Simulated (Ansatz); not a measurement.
# PbS2 (model cell, started as fluorite): from the cell to its phonons

Aim: the vibrations of PbS2 (model cell, started as fluorite), their spectra, and whether the structure is stable.

Main program and level: Ansatz 0.2.0; DFT PBEsol, scalar-relativistic, plane waves, PAW.

The structure was built from a prototype and need not be the compound's stable phase.

## 1. The structure

Symmetry: Fm-3m, No. 225, cubic system. Conventional cell: a = 6.220 Å, b = 6.220 Å, c = 6.220 Å, α = 90.00°, β = 90.00°, γ = 90.00°. Pb has 8 S at 2.69 Å nearest. Nearest to S lie 4 Pb at 2.69 Å. Farther neighbours and most contacts between anions are not listed.

## 2. Coarse relaxation

A rough relaxation comes first, because large forces or stress need no tight tolerances yet.

File input.yaml:

```yaml
crystal:
  lattice:
    - [0.0, 3.11013, 3.11013]
    - [3.11013, 0.0, 3.11013]
    - [3.11013, 3.11013, 0.0]
  atoms:
    - { symbol: Pb, position: [0.0, 0.0, 0.0] }
    - { symbol: S, position: [0.25, 0.25, 0.25] }
    - { symbol: S, position: [0.75, 0.75, 0.75] }
kpoints:
  mp_grid: { grid: [6, 6, 6] }
hamiltonian:
  xc: pbesol
scf:
  occupations: { method: gaussian, width: 0.1 }
output:
  forces: true
  stress: true
  eigenvalues: true
relax:
  adjacent_minimum: "off"
  f_tol: 0.05
  max_steps: 80
  cell: { stress_tol: 0.5 }
```

Command:

```
> ansatz run input.yaml --threads 4 --pin off --max-ram 7168MiB --backend cpu --events-out ev --progress --plain --runs-dir out
```

Numbers of over 12 decimals in the logs are rounded to 6 here.

Output:

```text
The last accepted step is kept in <dir> (removed where the run ends without a failure and the disk answers)
Engine: ansatz 0.2.0, aarch64-unknown-linux-gnu
Pseudopotentials: kind: paw
Pseudopotential: Pb, paw, valence charge 14, recommended cutoff 420 eV (normal), Pb.paw.azcp
Pseudopotential: S, paw, valence charge 6, recommended cutoff 420 eV (normal), S.paw.azcp
Functional definition: PBEsol
  exchange = pbesol_x
[...]
F+E_penalty+E_count = -13523.94672974 eV   max|allowed force component| = 2.868e-16 eV/Å   (the final SCF, on the basis selected at the relaxed cell)
  cell:  # Å, volume = 73.7870 Å³
    - [0, 3.329022, 3.329022]
    - [3.329022, 0, 3.329022]
    - [3.329022, 3.329022, 0]
  atoms:
    - { symbol: Pb, position: [0, 0, 0] }
    - { symbol: S, position: [0.250000, 0.250000, 0.250000] }
    - { symbol: S, position: [0.750000, 0.750000, 0.750000] }
[key lines of the parts left out:]
SCF converged after 5 iterations
Free energy (F): -13523.946730 eV
Fermi energy:    6.552795 eV
P = ⅓ Tr σ = -0.0347 GPa (-0.347 kbar)
```

Run time: 2.7 s. Hardware: 4 threads of Arm Neoverse V1, shared host; peak memory 0.35 GiB.

Relaxation path:

| step | energy less that of the first step (eV) | largest force component (eV/Å) | pressure (GPa) | volume (Å³) |
| --- | --- | --- | --- | --- |
| 1 | 0.0000 | 0.0000 | 17.32 | 60.17 |
| 2 | -0.5508 | 0.0000 | 3.57 | 69.40 |
| 3 | -0.5912 | 0.0000 | 1.05 | 72.28 |
| 4 | -0.5955 | 0.0000 | -0.06 | 73.79 |
| 5* | -0.5974 | 0.0000 | -0.03 | 73.79 |

Relaxation steps marked * repeat the geometry before them on a plane-wave basis chosen anew for their cell, so energy and pressure can jump there.

The run keeps the 48 symmetry operations that it works with, so distortions that break them were not tested.

| conventional cell, symmetrised | before | after | change |
| --- | --- | --- | --- |
| a (Å) | 6.220 | 6.658 | +7.0 % |
| b (Å) | 6.220 | 6.658 | +7.0 % |
| c (Å) | 6.220 | 6.658 | +7.0 % |
| volume (Å³/atom) | 20.06 | 24.60 | +22.6 % |

The relaxed structure:

```xyz
3
Lattice="0.0000 3.3290 3.3290 3.3290 0.0000 3.3290 3.3290 3.3290 0.0000" Properties=species:S:1:pos:R:3 pbc="T T T"
Pb    0.0000    0.0000    0.0000
S     1.6645    1.6645    1.6645
S     4.9935    4.9935    4.9935
```

Numbers from this step:

```yaml
pressure: -0.03471 GPa
volume_per_atom: 24.60 Å³
gap_on_the_k_mesh: 0 eV
```

In this step the volume went from 20.06 to 24.60 Å³/atom.

## 3. Bringing the structure to rest

The cell and atoms are relaxed, since residual forces and stress would shift the frequencies.

input.yaml, the sections that differ from step 2:

```yaml
crystal:
  lattice:
    - [0.0, 3.3290217883, 3.3290217883]
    - [3.3290217883, 0.0, 3.3290217883]
    - [3.3290217883, 3.3290217883, 0.0]
  atoms:
    - { symbol: Pb, position: [0.0, 0.0, 0.0] }
    - { symbol: S, position: [0.25, 0.25, 0.25] }
    - { symbol: S, position: [0.75, 0.75, 0.75] }
kpoints:
  mp_grid: { grid: [10, 10, 10] }
relax:
  adjacent_minimum: "off"
  f_tol: 0.005
  max_steps: 80
  cell: { stress_tol: 0.05 }
# hamiltonian, scf, output: as in step 2
```

Output:

```text
[...]
Crystal: 3 atoms, lattice volume = 73.787 Å³
Basis set: ecut = 420 eV, 1459 PW (Γ), exchange–correlation on 64×64×64 points (8 copies of the dense FFT grid, shifted against one another)
Bands: 17, of which v1, the nominal top of the filled ones, is band 13 counted from 1 (12 counted from 0)
Symmetry: 48 space group operations
[...]
k-points: 47 of 1000
[...]
k-point 46: bands = [... 9 lower, 3.6301, 4.8607, 6.2412, 6.9092, 7.0530, 11.2898, 11.6845, 12.3747]
--- Relaxed structure (3 steps of the walk, 3 accepted, 1 SCFs on fresh bases) ---
[...]
cell:  # Å, volume = 73.4202 Å³
    - [0, 3.323497, 3.323497]
    - [3.323497, 0, 3.323497]
    - [3.323497, 3.323497, 0]
  atoms:
    - { symbol: Pb, position: [0, 0, 0] }
    - { symbol: S, position: [0.25, 0.25, 0.25] }
    - { symbol: S, position: [0.750000, 0.750000, 0.750000] }
[key lines of the parts left out:]
SCF converged after 4 iterations
Free energy (F): -13523.961189 eV
Fermi energy:    6.631728 eV
P = ⅓ Tr σ = -0.0009 GPa (-0.009 kbar)
```

Elapsed: 5 s, on 4 threads; peak memory 0.4 GiB.

Relaxation path:

| step | energy less that of the first step (eV) | largest force component (eV/Å) | pressure (GPa) | volume (Å³) |
| --- | --- | --- | --- | --- |
| 1 | 0.0000 | 0.0000 | -0.26 | 73.79 |
| 2 | -0.0003 | 0.0000 | 0.09 | 73.30 |
| 3 | -0.0003 | 0.0000 | 0.00 | 73.42 |
| 4* | -0.0003 | 0.0000 | 0.00 | 73.42 |

Relaxation steps marked * repeat the geometry before them on a plane-wave basis chosen anew for their cell, so energy and pressure can jump there.

The run keeps the 48 symmetry operations that it works with, so distortions that break them were not tested.

| conventional cell, symmetrised | before | after | change |
| --- | --- | --- | --- |
| a (Å) | 6.658 | 6.647 | -0.2 % |
| b (Å) | 6.658 | 6.647 | -0.2 % |
| c (Å) | 6.658 | 6.647 | -0.2 % |
| volume (Å³/atom) | 24.60 | 24.47 | -0.5 % |

Final coordinates:

```xyz
3
Lattice="0.0000 3.3235 3.3235 3.3235 0.0000 3.3235 3.3235 3.3235 0.0000" Properties=species:S:1:pos:R:3 pbc="T T T"
Pb    0.0000    0.0000    0.0000
S     1.6617    1.6617    1.6617
S     4.9852    4.9852    4.9852
```

Numbers from this step:

```yaml
pressure: -8.81e-4 GPa
volume_per_atom: 24.47 Å³
```

In this step the volume went from 24.60 to 24.47 Å³/atom.

## 4. Tight relaxation

Phonons need a cell at rest on their own settings, so the relaxation is repeated with tight tolerances on forces and stress on the k mesh and occupations of the first response run.

File input.yaml:

```yaml
crystal:
  lattice:
    - [0.0, 3.3234966836, 3.3234966836]
    - [3.3234966836, 0.0, 3.3234966836]
    - [3.3234966836, 3.3234966836, 0.0]
  atoms:
    - { symbol: Pb, position: [0.0, 0.0, 0.0] }
    - { symbol: S, position: [0.25, 0.25, 0.25] }
    - { symbol: S, position: [0.75, 0.75, 0.75] }
kpoints:
  mp_grid: { grid: [12, 12, 12] }
hamiltonian:
  xc: pbesol
scf:
  occupations: { method: methfessel_paxton, width: 0.15 }
output:
  forces: true
  stress: true
  eigenvalues: true
relax:
  adjacent_minimum: "off"
  f_tol: 0.001
  max_steps: 60
  cell: { stress_tol: 0.01 }
```

Output:

```text
[...]
Crystal: 3 atoms, lattice volume = 73.420 Å³
Basis set: ecut = 420 eV, 1459 PW (Γ), exchange–correlation on 64×64×64 points (8 copies of the dense FFT grid, shifted against one another)
Bands: 17, of which v1, the nominal top of the filled ones, is band 13 counted from 1 (12 counted from 0)
Symmetry: 48 space group operations
[...]
k-points: 72 of 1728
[...]
k-point 71: bands = [... 9 lower, 4.2112, 4.2112, 6.3145, 6.9101, 7.0378, 11.1566, 12.0477, 12.0477]
--- Relaxed structure (2 steps of the walk, 2 accepted, 1 SCFs on fresh bases) ---
[...]
cell:  # Å, volume = 73.4407 Å³
    - [0, 3.323806, 3.323806]
    - [3.323806, 0, 3.323806]
    - [3.323806, 3.323806, 0]
  atoms:
    - { symbol: Pb, position: [0, 0, 0] }
    - { symbol: S, position: [0.25, 0.25, 0.25] }
    - { symbol: S, position: [0.750000, 0.750000, 0.750000] }
[key lines of the parts left out:]
SCF converged after 6 iterations
Free energy (F): -13523.949236 eV
Fermi energy:    6.623676 eV
P = ⅓ Tr σ = -0.0036 GPa (-0.036 kbar)
```

The job ended after 5.8 s (4 threads; peak memory 0.42 GiB).

Little changed from the start: no atom moved by 0.005 Å and no cell edge by 0.1 %.

This step gave:

```yaml
pressure: -0.003631 GPa
volume_per_atom: 24.48 Å³
```

The forces vanish by symmetry and the pressure is -0.004 GPa, within the tolerances set. The cell now holds 24.48 Å³/atom.

## 5. Zone-centre response

The zone centre comes first: it holds the modes that light can see, as far as symmetry allows. No field response is asked, since the mesh shows no gap.

input.yaml, the sections that differ from step 4:

```yaml
crystal:
  lattice:
    - [0.0, 3.3238060899, 3.3238060899]
    - [3.3238060899, 0.0, 3.3238060899]
    - [3.3238060899, 3.3238060899, 0.0]
  atoms:
    - { symbol: Pb, position: [0.0, 0.0, 0.0] }
    - { symbol: S, position: [0.25, 0.25, 0.25] }
    - { symbol: S, position: [0.75, 0.75, 0.75] }
output:
  eigenvalues: true
phonons:
  method: dfpt
# kpoints, hamiltonian, scf: as in step 4
# relax: removed
```

Output:

```text
zone centre: on kpoints.mp_grid the ground state, and the responses unless they are solved on pairs of k-points, stand on 163 of the mesh's 1728 k-points, reduced under 8 symmetry operations, with k and −k counted as one. Each operation leaves every solved displacement unchanged or reverses it
[...]
Crystal: 3 atoms, lattice volume = 73.441 Å³
Basis set: ecut = 420 eV, 1459 PW (Γ), exchange–correlation on 64×64×64 points (8 copies of the dense FFT grid, shifted against one another)
Bands: 17, of which v1, the nominal top of the filled ones, is band 13 counted from 1 (12 counted from 0)
Symmetry: 48 space group operations
k-points: 163 of 1728 (irreducible under 8 space group operations, time reversal used)
[...]
SCF iter   1: F=—  HF=-13523.961362 eV  |F-HF|=—  |Δ(HF+E_count)|=         —  Δρ=5.94e-3  dr2=3.68e-2  ethr=1.77e-3  ⟨swp⟩=6.9  Hψ=15420  notcnv=0
[...]
SCF iter   8: F=-13523.949236 eV  HF=-13523.949236 eV  |F-HF|=1.82e-12  |Δ(HF+E_count)|=  6.73e-11  S|Δr|=    0.00e0  Δρ=7.80e-8  dr2=6.99e-12  ethr=1.00e-12  ⟨swp⟩=7.6  Hψ=16777  notcnv=0
SCF 1 converged in 8 iterations: F = -13523.949236 eV  dr2 = 6.99e-12
[...]
DFPT response loops at Γ: preconditioner auto → Kerker (q_TF=auto, 2.295 Å⁻¹) (partly filled bands, converged f_vac=0.045); β = 1.00, the filter's whole step (`scf.mixing.beta` (0.50) is not read by the response loops under this deck's `scf.mixing.preconditioner`; to damp them name `kerker` or `kerker_dos`, under which they read `scf.mixing.beta`, and type it under 1.00, their step now; both keys bind the ground state too); Broyden in place of MSR1
SCF converged after 8 iterations
[...]
Free energy (F): -13523.949236 eV
[...]
Internal energy: -13523.948681 eV  (E = F + TS)
E sigma→0 (E₀):  -13523.949097 eV
Entropy (-TS):   -0.000554 eV (-0.185 meV/atom)
Fermi energy:    6.623675 eV
[...]
--- Band table (eV; the first three rows and the last of 163) ---
  k-point 0: bands = [... 9 lower, 4.2991, 4.2991, 5.4891, 5.4891, 5.4891, 9.2650, 9.2650, 9.2650]
  k-point 1: bands = [... 9 lower, 4.2580, 4.2580, 5.4611, 5.4611, 5.8731, 9.3473, 9.3722, 9.3722]
  k-point 2: bands = [... 9 lower, 4.1557, 4.1557, 5.3776, 5.3776, 6.4880, 9.6849, 9.6849, 9.7027]
  k-point 162: bands = [... 9 lower, 4.2112, 4.2112, 6.3145, 6.9101, 7.0378, 11.1566, 12.0477, 12.0477]
--- Phonons (Γ-DFPT): 2 representative perturbations + reference, on 163 of 1728 k-points (Σ response iterations 6) ---
  k mesh reduced under 8 symmetry operations, with k and −k counted as one. Each operation leaves every solved displacement unchanged or reverses it
  ASR residual: 5.878e-5 → 0.000e0 eV/Å²; symmetrization residual: 7.726e-6 eV/Å²
  ASR residual per site (eV/Å²): 4.45e-5 5.88e-5 5.88e-5
  Γ frequencies (cm⁻¹): 0.00 0.00 0.00 108.60 108.60 108.60 116.58 116.58 116.58
  non-analytic LO–TO correction: not included (Born effective charges unavailable; polar crystals: no LO–TO splitting at Γ)
```

Wall time 21 s (4 threads); peak memory 0.91 GiB.

Reading the cycles: dr2 is the Hartree energy of the density residual (eV), the measure of convergence; HF is the Harris–Foulkes estimate of the energy, which meets the free energy F at convergence.

This step gave:

```
sum-rule residual before enforcement                    : 5.88e-5 eV/Å²
point group                                             : m-3m
highest optical mode at the zone centre (no LO-TO term) : 116.6 cm⁻¹
lowest optical zone-centre mode                         : 108.6 cm⁻¹
```

Patterns of degenerate modes are one choice out of their space. Modes at Γ, with each element's share of the kinetic energy:

| mode | frequency (cm⁻¹) | symmetry | Pb % | S % |
| --- | --- | --- | --- | --- |
| 1 | 0.0 | acoustic | 76 | 24 |
| 2 | 0.0 | acoustic | 76 | 24 |
| 3 | 0.0 | acoustic | 76 | 24 |
| 4 | 108.6 | T2g | 0 | 100 |
| 5 | 108.6 | T2g | 0 | 100 |
| 6 | 108.6 | T2g | 0 | 100 |
| 7 | 116.6 | T1u | 24 | 76 |
| 8 | 116.6 | T1u | 24 | 76 |
| 9 | 116.6 | T1u | 24 | 76 |

Displacements in mode 5 (108.6 cm⁻¹), the largest set to 1:
```
Pb1  0.00  0.00  0.00
S2   0.23 -1.00  0.43
S3  -0.23  1.00 -0.43
```

Displacements in mode 9 (116.6 cm⁻¹), the largest set to 1:
```
Pb1  0.00  0.03 -0.31
S2   0.00 -0.10  1.00
S3   0.00 -0.10  1.00
```

Before it was imposed, the acoustic sum rule was missed by 5.9e-5 eV/Å². Small misses are needed for a sound result but don't prove that mesh and cutoff are converged. The lowest optical mode is real, 109 cm⁻¹.

(Continued in part 2 of 2.)

[Logs are printed without paths, hosts, clocks, repeated set-up lines and the standing remarks that a program may print on its own settings, such as how far it seeks lower states.]

[Hosts, paths, dates, database ids (printed as entryN), source tags and the programs' standing remarks are cut or masked in the printed files.]
